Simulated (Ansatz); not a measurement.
# A vacancy of Be at several sites of Be(10-11) slab (100 atoms): runs compared

Aim: make a vacancy of Be at several sites of Be(10-11) slab (100 atoms), relax each, and compare their energies.

Computed with Ansatz 0.2.0: Kohn-Sham DFT, PBEsol, PAW (set soft_2), plane waves.

### 1. The cell as built

The cell holds 100 atoms: 100 Be. Its edges and angles: a = 11.430 Å, b = 8.502 Å, c = 20.376 Å, α = 90.0°, β = 90.0°, γ = 105.6°. It derives from Be (hcp). Hcp Be (a = 2.286 Å, c = 3.584 Å), (10-11) slab of 5 repeat layers, 5 x 2 surface cells, 12 Å of vacuum; atoms within 2.6 Å of the bottom held; not relaxed, displaced by a Gaussian of 0.02 Å. Vacuum lies along c.

Limits known from the start: 30 of the 100 atoms are held fixed where they were built.

### 2. The reference run

The reference is a single point at the end of the relaxation.

Every defect cell starts from the geometry of this run and is relaxed in the fixed cell.

Its input, with most atom lines left out:

```yaml
crystal:
  lattice:
    - [11.43, 0.0, 0.0]
    - [-2.286, 8.18887, 0.0]
    - [0.0, 0.0, 20.37582]
  atoms:
    - { symbol: Be, position: [0.00284, 0.99851, 0.29472] }
    - { symbol: Be, position: [0.93214, 0.15807, 0.36523] }
    - { symbol: Be, position: [0.07456, 0.3849, 0.37764] }
    - { symbol: Be, position: [0.00909, 0.04835, 0.44352] }
    - { symbol: Be, position: [0.95249, 0.26807, 0.46672] }
    - { symbol: Be, position: [0.08757, 0.44336, 0.52175] }
    - { symbol: Be, position: [0.0298, 0.15561, 0.55238] }
    [... atom lines 8 to 100 left out ...]
kpoints:
  mp_grid: { grid: [2, 2, 1] }
hamiltonian:
  xc: pbesol
scf:
  occupations: { method: fermi_dirac, width: 0.1 }
output:
  forces: true
  populations: true
  dos:
    method: { smearing: { sigma: 0.08 } }
    de: 0.1
    projected: { site_lists: { Be: [Be] } }
  eigenvalues: true
  write_density: true
  write_potential: true
  volumetric_format: npy
  elf: true
```

```
free energy per atom   : -89.9958 eV/atom
r.m.s. force component : 0.1945 eV/Å
```

33 levels are partly filled, by over 2 % (on the run's k-points), as in a metal.

### 3. The runs

Each row is one run, on 8 threads of Arm Neoverse V2, shared host. The free energy is the program's total, comparable only between runs with the same functional, potentials and atoms.

| run | atoms | outcome | ionic steps, all passes | free energy (eV) | time | host memory (GiB) |
| --- | --- | --- | --- | --- | --- | --- |
| Single point at the start | 100 | converged | - | -8996.712 | 16 s | 8.4 |
| Relaxation | 100 | converged | 10 | -8999.580 | 1.7 min | 8.5 |
| Single point at the relaxed geometry | 100 | converged | - | -8999.580 | 30 s | 8.6 |
| Vacancy of Be, site Be30 | 99 | converged | 7 | -8909.118 | 2.2 min | 8.4 |
| Vacancy of Be, site Be75 | 99 | converged | 10 | -8908.405 | 3.2 min | 8.4 |
| Vacancy of Be, site Be17 | 99 | converged | 6 | -8908.361 | 1.9 min | 8.4 |
| Vacancy of Be, site Be19 | 99 | converged | 6 | -8908.112 | 1.8 min | 8.3 |
| Vacancy of Be, site Be4 | 99 | converged | 8 | -8908.675 | 2.9 min | 8.3 |
| Vacancy of Be, site Be90 | 99 | converged | 7 | -8909.109 | 2.7 min | 8.3 |

In some runs the program notes that the exchange-correlation potential is rough where the density is thin.

The surroundings of site Be30, the cheapest one, after relaxation: 13 atoms, nearest first, with positions taken from that point. Atoms keep their numbers of the cell before the removal, where the removed atom was number 30.

| atom | x | y | z | distance (Å) | bonds | Fx | Fy | Fz (eV/Å) |
| --- | --- | --- | --- | --- | --- | --- | --- | --- |
| Be38 | 1.06 | 0.66 | -1.23 | 1.75 | 10 | -0.006 | 0.008 | -0.008 |
| Be28 | -1.11 | 0.71 | -1.27 | 1.82 | 10 | 0.007 | 0.009 | -0.002 |
| Be39 | 1.17 | -1.59 | -0.81 | 2.14 | 10 | -0.009 | -0.013 | -0.011 |
| Be29 | -1.18 | -1.58 | -0.84 | 2.14 | 10 | 0.010 | -0.012 | -0.012 |
| Be20 | -2.51 | -0.03 | -0.02 | 2.51 | 7 | -0.030 | 0.004 | -0.006 |
| Be40 | 2.51 | -0.04 | -0.01 | 2.51 | 7 | 0.018 | 0.006 | -0.005 |
| Be27 | 0.00 | -0.69 | -2.52 | 2.62 | 12 | 0.005 | -0.018 | -0.001 |
| Be89 | -0.01 | 2.55 | -0.77 | 2.66 | 10 | 0.002 | 0.001 | 0.009 |
| Be26 | 0.00 | 1.55 | -2.92 | 3.31 | 12 | -0.003 | 0.001 | -0.007 |
| Be99 | 2.24 | 2.39 | -0.61 | 3.33 | 11 | -0.005 | 0.002 | 0.006 |
| Be79 | -2.25 | 2.45 | -0.59 | 3.38 | 11 | 0.006 | -0.003 | -0.001 |
| Be17 | -2.29 | -0.62 | -2.47 | 3.42 | 13 | 0.007 | -0.002 | 0.021 |
| Be37 | 2.28 | -0.66 | -2.47 | 3.43 | 13 | -0.007 | -0.009 | 0.017 |

The column of bonds counts only the pairs Be-Be within 2.68 Å; other neighbours, such as metal atoms beside each other in a compound, aren't counted, and periodic images can show an atom twice.

Atoms held fixed keep their forces.

### 4. The sites compared

All these cells hold the same atoms, so their energies can be compared with no chemical potential.

| site | neighbours | mean distance (Å) | atoms within 6 Å | energy over the best site (eV) | before relaxation (eV) | gain on relaxing (eV) |
| --- | --- | --- | --- | --- | --- | --- |
| Be30 | Be8 | 2.25 | 68 | 0.00 | 0.00 | 0.62 |
| Be90 | Be8 | 2.25 | 69 | 0.01 | 0.01 | 0.62 |
| Be4 | Be12 | 2.22 | 101 | 0.44 | 0.31 | 0.48 |
| Be75 | Be13 | 2.30 | 99 | 0.71 | 0.30 | 0.20 |
| Be17 | Be14 | 2.32 | 96 | 0.76 | 0.39 | 0.25 |
| Be19 | Be11 | 2.31 | 76 | 1.01 | 0.66 | 0.27 |

Neighbours are those of the relaxed host within 2.83 Å (Be-Be); other pairs aren't counted.

### 5. Outcome

The cheapest site is Be30 (8 neighbours, Be8); the dearest, Be19 (11 neighbours, Be11), costs 1.0 eV more. Be90 lies within 0.02 eV of the cheapest, a tie at this tolerance. By coordination the energies over the best site are 0.00 to 0.01 eV with 8 neighbours, 1.01 eV with 11 neighbours, 0.44 eV with 12 neighbours, 0.71 eV with 13 neighbours and 0.76 eV with 14 neighbours. Relaxation gains 0.20 to 0.62 eV and leaves the best site the same.

Caveats: Defects are neutral and interact with their images. Held atoms near a site can't respond, which biases energies and gains. Only 6 of the 100 Be sites were tried; unless symmetry makes the others alike to these, a cheaper one may exist. 30 atoms were held in place, and force statistics include the forces on them.

The DFT runs together took 17 min of wall time.

[Logs are printed without paths, hosts, clocks, repeated set-up lines and the standing remarks that a program may print on its own settings, such as how far it seeks lower states.]

[Hosts, paths, dates, database ids (printed as entryN), source tags and the programs' standing remarks are cut or masked in the printed files.]
